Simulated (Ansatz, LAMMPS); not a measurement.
## Ionic liquid EMIM+ BF4-, from a frame at 400 K (144 atoms): geometry optimisation

How does ionic liquid EMIM+ BF4-, from a frame at 400 K (144 atoms) relax, and what do bonds, charges and levels look like afterwards?

Calculated with Ansatz 0.2.0; Kohn-Sham DFT, PBE+D3(BJ), PAW (set soft_2), plane waves.

**1. Set-up**

The cell holds 144 atoms: 36 C, 12 N, 66 H, 6 B and 24 F. Its edges and angles: a = 11.584 Å, b = 11.584 Å, c = 11.584 Å, α = 90.0°, β = 90.0°, γ = 90.0°. 6 EMIM+, 6 BF4- placed at random, at 1.27 g/cm³; overlaps pushed apart, then 10 ps at 700 K with stiff harmonic cages for PF6 and BF4 with UFF radii; MMFF94 bonds, angles, torsions, charges and radii (Halgren, J. Comput. Chem. 17, 490 (1996)) in harmonic and 12-6 forms; charges of ions scaled by 0.8. Snapshot after 30 ps at 400 K and fixed volume.

Limits known from the start: The network of contacts between molecules at the start is that of the classical potential that made the cell. The density was typed from a rule of thumb and may lie off the real one at this temperature. The Brillouin zone is sampled at Γ only, in a cell whose shortest periodic width is 12 Å.

**2. Single point at the start**

A single point comes first, to see the forces before anything moves.

input.yaml

```yaml
crystal:
  lattice:
    - [11.5837, 0.0, 0.0]
    - [0.0, 11.5837, 0.0]
    - [0.0, 0.0, 11.5837]
  atoms:
    - { symbol: C, position: [0.79447, 0.7889, 0.44452] }
    - { symbol: C, position: [0.86001, 0.68394, 0.39992] }
    - { symbol: "N", position: [0.7963, 0.58061, 0.43151] }
    - { symbol: C, position: [0.7046, 0.52678, 0.36964] }
    [... 134 atom lines left out ...]
    - { symbol: F, position: [0.45082, 0.5097, 0.63593] }
    - { symbol: B, position: [0.9427, 0.71067, 0.73079] }
    - { symbol: F, position: [0.8298, 0.68708, 0.71151] }
    - { symbol: F, position: [0.97007, 0.81029, 0.80485] }
    - { symbol: F, position: [0.98168, 0.75727, 0.62321] }
    - { symbol: F, position: [0.0145, 0.62642, 0.76156] }
kpoints:
  mp_grid: { grid: [1, 1, 1] }
hamiltonian:
  xc: pbe
  dispersion: d3bj
scf:
  occupations: { method: fixed }
output:
  forces: true
  stress: true
  populations: true
  dos:
    method: { smearing: { sigma: 0.15 } }
    de: 0.1
    projected: { site_lists: { B: [B], C: [C], F: [F], H: [H], "N": ["N"] } }
  eigenvalues: true
```

The run is started by

```bash
$ ansatz run input.yaml --threads 4 --pin off --max-ram 8192MiB --backend cpu --events-out ev --progress --plain --runs-dir out
```

Run time: 24 s. Hardware: 4 threads of Arm Neoverse V1, shared host; peak memory 1.9 GiB; 94 s of CPU time.

The run gave:

- free energy: -35061.1201 eV
- free energy per atom: -243.4800 eV/atom
- SCF cycles: 10
- pressure: 1.652 GPa
- r.m.s. force component: 1.144 eV/Å
- longest force: 5.005 eV/Å
- Fermi energy: -0.7745 eV
- gap (highest filled to lowest empty level): 3.637 eV
- spilling of the projection: 0.01157

The r.m.s. force component of 1.1 eV/Å and the pressure of 1.7 GPa set the starting point.

Length of the force by element:

| element | coordination | atoms | mean length of the force (eV/Å) | spread | least | most |
| --- | --- | --- | --- | --- | --- | --- |
| B | all | 6 | 2.51 | 1.08 | 0.997 | 4.36 |
| C | all | 36 | 2.52 | 0.986 | 1.10 | 5.01 |
| F | all | 24 | 1.67 | 0.708 | 0.455 | 3.68 |
| H | all | 66 | 1.21 | 0.750 | 0.144 | 4.24 |
| N | all | 12 | 1.82 | 0.602 | 0.444 | 2.73 |

**3. Relaxation**

With the cell held, the atoms are moved downhill towards a nearby minimum.

input.yaml, the sections that differ from step 2:

```yaml
output:
  forces: true
relax:
  f_tol: 0.05
  max_steps: 200
# crystal, kpoints, hamiltonian, scf: as in step 2
```

Elapsed: 5.7 min, on 4 threads; peak memory 1.7 GiB.

The steps of the relaxation (22 of 38):

| step | energy less that of the first step (eV) | largest force component (eV/Å) |
| --- | --- | --- |
| 1 | 0.0000 | 4.1498 |
| 3 | -8.7962 | 0.7550 |
| 5 | -9.3882 | 0.4920 |
| 6 | -9.5253 | 0.5109 |
| 8 | -9.7227 | 0.3593 |
| 10 | -9.8148 | 0.3562 |
| 12 | -9.8860 | 0.3028 |
| 13 | -9.9047 | 0.3888 |
| 15 | -9.9545 | 0.1931 |
| 17 | -9.9808 | 0.1753 |
| 19 | -10.0023 | 0.1774 |
| 20 | -10.0081 | 0.1796 |
| 22 | -10.0235 | 0.1902 |
| 24 | -10.0326 | 0.1903 |
| 26 | -10.0392 | 0.0524 |
| 27 | -10.0470 | 0.0729 |
| 29 | -10.0562 | 0.0938 |
| 31 | -10.0653 | 0.0901 |
| 33 | -10.0705 | 0.0958 |
| 34 | -10.0721 | 0.0821 |
| 36 | -10.0754 | 0.0767 |
| 38 | -10.0764 | 0.0446 |

Relaxation step 25 was tried and not accepted.

The atoms that moved most (Å):

| atom | dx | dy | dz | length |
| --- | --- | --- | --- | --- |
| F141 | 0.826 | 2.169 | -0.193 | 2.329 |
| H111 | 0.926 | -1.368 | -0.932 | 1.897 |
| H55 | -1.033 | -1.003 | -1.098 | 1.811 |
| H93 | 1.076 | 0.943 | 1.100 | 1.804 |
| H92 | 1.009 | 0.957 | 0.948 | 1.683 |
| F122 | 0.248 | -1.212 | -0.991 | 1.585 |
| H94 | 0.150 | 1.053 | 1.114 | 1.541 |
| F123 | 0.803 | -1.109 | 0.667 | 1.523 |

The relaxation changed the energy by -70.0 meV/atom, and atoms moved by 0.83 Å r.m.s., 2.3 Å at most.

**4. Structure statistics after relaxation**

Density 1.27 g/cm³, 10.79 Å³ an atom.

g(r), total and by pair (bins of 0.2 Å):

| r (Å) | total | H-H | H-C | H-F | H-N | H-B | C-C |
| --- | --- | --- | --- | --- | --- | --- | --- |
| 1.00 | 3.40 | 0.00 | 14.85 | 0.00 | 0.00 | 0.00 | 0.00 |
| 1.20 | 0.00 | 0.00 | 0.00 | 0.00 | 0.00 | 0.00 | 0.00 |
| 1.40 | 2.01 | 0.00 | 0.00 | 0.00 | 0.00 | 0.00 | 3.03 |
| 1.60 | 0.15 | 0.00 | 0.00 | 0.00 | 0.00 | 0.00 | 2.46 |
| 1.80 | 0.79 | 3.77 | 0.00 | 0.00 | 0.00 | 0.00 | 0.00 |
| 2.00 | 0.42 | 0.00 | 0.00 | 0.28 | 4.89 | 0.00 | 0.00 |
| 2.20 | 1.43 | 0.23 | 2.29 | 0.96 | 4.48 | 0.00 | 2.31 |
| 2.40 | 0.89 | 0.76 | 0.00 | 1.19 | 0.00 | 0.00 | 1.72 |
| 2.60 | 0.84 | 1.77 | 0.57 | 1.27 | 0.11 | 0.23 | 1.94 |
| 2.80 | 0.89 | 1.05 | 1.34 | 1.56 | 1.31 | 0.58 | 0.00 |
| 3.00 | 0.66 | 1.12 | 0.80 | 0.75 | 0.18 | 1.90 | 0.10 |
| 3.20 | 1.10 | 0.75 | 1.58 | 0.99 | 1.17 | 2.29 | 0.48 |
| 3.40 | 0.89 | 0.79 | 1.06 | 0.88 | 0.67 | 1.48 | 0.24 |
| 3.60 | 0.92 | 1.00 | 0.78 | 0.87 | 0.48 | 1.44 | 1.45 |
| 3.80 | 1.02 | 1.12 | 0.84 | 1.44 | 0.69 | 1.64 | 1.05 |
| 4.00 | 1.01 | 0.70 | 0.91 | 1.29 | 1.23 | 0.97 | 0.95 |
| 4.20 | 1.04 | 0.95 | 1.03 | 0.99 | 1.51 | 1.07 | 0.71 |
| 4.40 | 1.00 | 0.87 | 1.02 | 1.27 | 0.61 | 1.19 | 0.94 |
| 4.60 | 1.09 | 1.03 | 0.94 | 1.48 | 1.03 | 0.74 | 0.90 |
| 4.80 | 0.97 | 0.93 | 0.81 | 1.08 | 1.05 | 1.16 | 0.62 |
| 5.00 | 1.04 | 1.06 | 0.90 | 0.95 | 0.72 | 1.69 | 1.31 |
| 5.20 | 1.04 | 0.92 | 1.07 | 1.07 | 1.12 | 1.27 | 0.71 |
| 5.40 | 1.07 | 0.97 | 1.06 | 0.98 | 1.13 | 0.96 | 1.15 |
| 5.60 | 0.99 | 0.79 | 1.08 | 1.05 | 0.95 | 1.01 | 0.70 |

**5. Single point at the relaxed geometry**

One more single point at the end of the walk gives the fuller output and checks the residual forces.

input.yaml

```yaml
crystal:
  lattice:
    - [11.5837, 0.0, 0.0]
    - [0.0, 11.5837, 0.0]
    - [0.0, 0.0, 11.5837]
  atoms:
    - { symbol: C, position: [0.81338, 0.79118, 0.40298] }
    - { symbol: C, position: [0.87622, 0.67671, 0.38984] }
    - { symbol: "N", position: [0.80997, 0.5817, 0.4418] }
    - { symbol: C, position: [0.73455, 0.50915, 0.38422] }
    [... 134 atom lines left out ...]
    - { symbol: F, position: [0.41846, 0.45676, 0.68246] }
    - { symbol: B, position: [0.97603, 0.7816, 0.72164] }
    - { symbol: F, position: [0.90111, 0.87429, 0.69482] }
    - { symbol: F, position: [0.0581, 0.81896, 0.8044] }
    - { symbol: F, position: [0.03326, 0.74362, 0.62098] }
    - { symbol: F, position: [0.91085, 0.68885, 0.76884] }
kpoints:
  mp_grid: { grid: [1, 1, 1] }
hamiltonian:
  xc: pbe
  dispersion: d3bj
scf:
  occupations: { method: fixed }
output:
  forces: true
  stress: true
  populations: intrinsic
  dos:
    method: { smearing: { sigma: 0.15 } }
    de: 0.1
    projected: { site_lists: { B: [B], C: [C], F: [F], H: [H], "N": ["N"] } }
  eigenvalues: true
  write_density: true
  write_potential: true
  volumetric_format: npy
```

Wall time 25 s (4 threads); peak memory 1.9 GiB.

The program notes that the exchange-correlation potential is rough where the density is thin.

Numbers from this run:

- free energy: -35071.1965 eV
- free energy per atom: -243.5500 eV/atom
- SCF cycles: 9
- pressure: -0.3105 GPa
- r.m.s. force component: 0.00727 eV/Å
- longest force: 0.04626 eV/Å
- Fermi energy: -1.1 eV
- gap (highest filled to lowest empty level): 4.539 eV

Intrinsic-atomic-orbital charges by element:

| element | coordination | atoms | mean charge (e) | spread | least | most |
| --- | --- | --- | --- | --- | --- | --- |
| B | all | 6 | 0.854 | 0.0041 | 0.849 | 0.861 |
| C | all | 36 | -0.233 | 0.186 | -0.530 | 0.0381 |
| F | all | 24 | -0.438 | 0.0064 | -0.451 | -0.423 |
| H | all | 66 | 0.208 | 0.0208 | 0.164 | 0.249 |
| N | all | 12 | 0.0042 | 0.0053 | -0.0037 | 0.0137 |

Density of states as counts of states in windows of 1 eV (from the Fermi level), total and the larger projections:

| from (eV) | to (eV) | total | F p | C p | H s | N p |
| --- | --- | --- | --- | --- | --- | --- |
| -10 | -9 | 17.6 | 0.0 | 4.7 | 3.0 | 4.9 |
| -9 | -8 | 12.5 | 0.1 | 4.9 | 2.6 | 1.3 |
| -8 | -7 | 12.0 | 0.2 | 5.2 | 3.0 | 1.3 |
| -7 | -6 | 20.0 | 9.0 | 4.0 | 0.8 | 3.5 |
| -6 | -5 | 54.6 | 14.5 | 18.3 | 7.9 | 8.3 |
| -5 | -4 | 54.3 | 15.5 | 20.7 | 8.0 | 5.2 |
| -4 | -3 | 29.5 | 4.0 | 16.3 | 7.0 | 1.7 |
| -3 | -2 | 69.9 | 45.4 | 13.8 | 8.3 | 1.2 |
| -2 | -1 | 51.4 | 40.8 | 4.0 | 2.0 | 4.2 |
| -1 | 0 | 17.9 | 3.7 | 10.3 | 0.7 | 3.1 |
| 0 | 1 | 2.3 | 0.0 | 2.1 | 0.0 | 0.1 |
| 1 | 4 | 0.0 | 0.0 | 0.0 | 0.0 | 0.0 |
| 4 | 5 | 8.6 | 0.0 | 4.7 | 0.4 | 3.0 |

With fixed occupations the program's Fermi level is the highest filled level; weight inside the gap is the broadening of levels at its edges.

Between -24 and -10 eV lie 114 more states.

The levels nearest the highest filled one (over half full), pooled over k-points and spins:

| level less the highest filled one (eV) | occupation |
| --- | --- |
| -0.421 | 2 |
| -0.263 | 2 |
| -0.189 | 2 |
| -0.171 | 2 |
| -0.118 | 2 |
| 0 | 2 |
| 4.54 | 0 |
| 4.73 | 0 |
| 4.81 | 0 |
| 4.85 | 0 |
| 4.99 | 0 |
| 5.04 | 0 |

Mean intrinsic-atomic-orbital charges: B +0.85, C -0.23, F -0.44, H +0.21, N +0.00 e. The largest share in the top eV of filled states is C p (60 % of the projected weight), and in the lowest eV of empty states C p (64 % of the projected weight).

**6. Outcome**

- energy change in the relaxation: -69.97 meV/atom
- r.m.s. displacement: 0.829 Å
- largest displacement: 2.329 Å
- free energy per atom: -243.5500 eV/atom
- pressure: -0.3105 GPa
- r.m.s. force component: 0.00727 eV/Å
- gap (highest filled to lowest empty level): 4.539 eV
- wall time of the 4 DFT runs, those left out included: 6.9 min

**Reading.** Relaxation lowers the energy by 70.0 meV/atom and moves atoms by 0.83 Å r.m.s.; the r.m.s. force component goes from 1.1 to 0.0073 eV/Å, the pressure goes from 1.7 to -0.31 GPa, and the gap from 3.64 to 4.54 eV. From the first step to the last the energy fell by 10.076 eV, and the largest move was 2.33 Å (F141). The highest filled and lowest empty levels differ by 4.54 eV (at Γ alone); a semilocal functional tends to put such gaps too low. In a disordered cell it changes from sample to sample and from frame to frame.

Caveats: The network of contacts between molecules at the start is that of the classical potential that made the cell; in DFT atoms moved by 0.83 Å r.m.s.

[Logs are printed without paths, hosts, clocks, repeated set-up lines and the standing remarks that a program may print on its own settings, such as how far it seeks lower states.]

[Hosts, paths, dates, database ids (printed as entryN), source tags and the programs' standing remarks are cut or masked in the printed files.]

[The MMFF94 radii named for the starting cell were scaled by 0.96; in molecules described by MMFF94, hydrogen bound to N, O or S took a small fixed 12-6 site in their place.]
